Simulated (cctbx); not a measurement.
**Symmetry from intensities**

Cell: a = 6.5760 Å, b = 6.5760 Å, c = 5.3940 Å, α = 90.00°, β = 90.00°, γ = 90.00°. Expected content of the cell: Pb2 Nb8 Co2.

The data are simulated with cctbx, not measured: Mo Kα, λ = 0.71073 Å, to d = 0.75 Å, 95 % of the full sphere, strongest reflection 20000 counts, noise from counting, a 3 % proportional error and a noise floor of 8 counts (s.d.); no absorption.

A first pass over the reflections prints:

```text
2192 reflections to d = 0.750 A
centring   violations  <I/sigma> of those
    A        780 of  1076     15.0
    B        791 of  1084     15.0
    C        953 of  1082     17.5
    I        634 of  1114     11.1
    R       1058 of  1467     14.9
    F       1262 of  1621     15.9
Laue class    unique    Rint  (classes that these axes allow; Friedel mates merged)
P -1             1153   0.022
P 1 2/m 1         631   0.026
P 1 1 2/m         641   0.025
P 2/m 1 1         631   0.026
P m m m           374   0.027
P 4/m             324   0.028
P 4/m m m         208   0.029
space group    extra absences  I>4sigma  <I/sigma>
P 4 2 2                 0          0         -  acentric
P 42 2 2                7          0       0.1  acentric
P 4 m m                 0          0         -  acentric
P 42 c m              185          0      -0.1  acentric
P 4 c c               308          0      -0.0  acentric
P 42 m c              130          0       0.0  acentric
P -4 2 m                0          0         -  acentric
P -4 2 c              130          0       0.0  acentric
P -4 m 2                0          0         -  acentric
P -4 c 2              185          0      -0.1  acentric
P 4/m m m               0          0         -  centric
P 4/m c c             308          0      -0.0  centric
P 42/m m c            130          0       0.0  centric
P 42/m c m            185          0      -0.1  centric
Wilson B = 1.03 A^2   <|E^2-1|> = 0.825 (0.968 centric, 0.736 acentric)   E^2>4: 2.7 %
shell (A)         n   <I/sigma>
 6.58 - 1.50     36     45.9
 1.50 - 1.19     26     48.4
 1.19 - 1.04     28     43.1
 1.04 - 0.94     20     46.5
 0.94 - 0.88     30     44.4
 0.88 - 0.83     21     42.3
 0.83 - 0.78     21     54.2
 0.78 - 0.75     26     36.1
```

**Question.** What are the lattice type, the Laue class and the likely space group?

Every centring test has many violations, so the lattice is primitive.

Rint stays low (0.022 to 0.029) up to P 4/m m m, the highest class in these axes.

14 settings pass the absence test. The most absences obeyed, 308, belong to P 4 c c and P 4/m c c, which absences can't tell apart.

⟨|E²−1|⟩ = 0.825 lies between the two ideal values. The Wilson B of 1.03 Å² means U ≈ 0.0130 Å².

The true group is P4/mcc (no. 124), Laue class 4/mmm, centrosymmetric. The tables only narrow the choice to the tied entries; cell content, site symmetry and trial solutions must settle it.

The model is made up (kin elements in a known structure type, no relaxation), so it says nothing on whether the phase exists.

[Logs are printed without paths, hosts, clocks, repeated set-up lines and the standing remarks that a program may print on its own settings, such as how far it seeks lower states.]
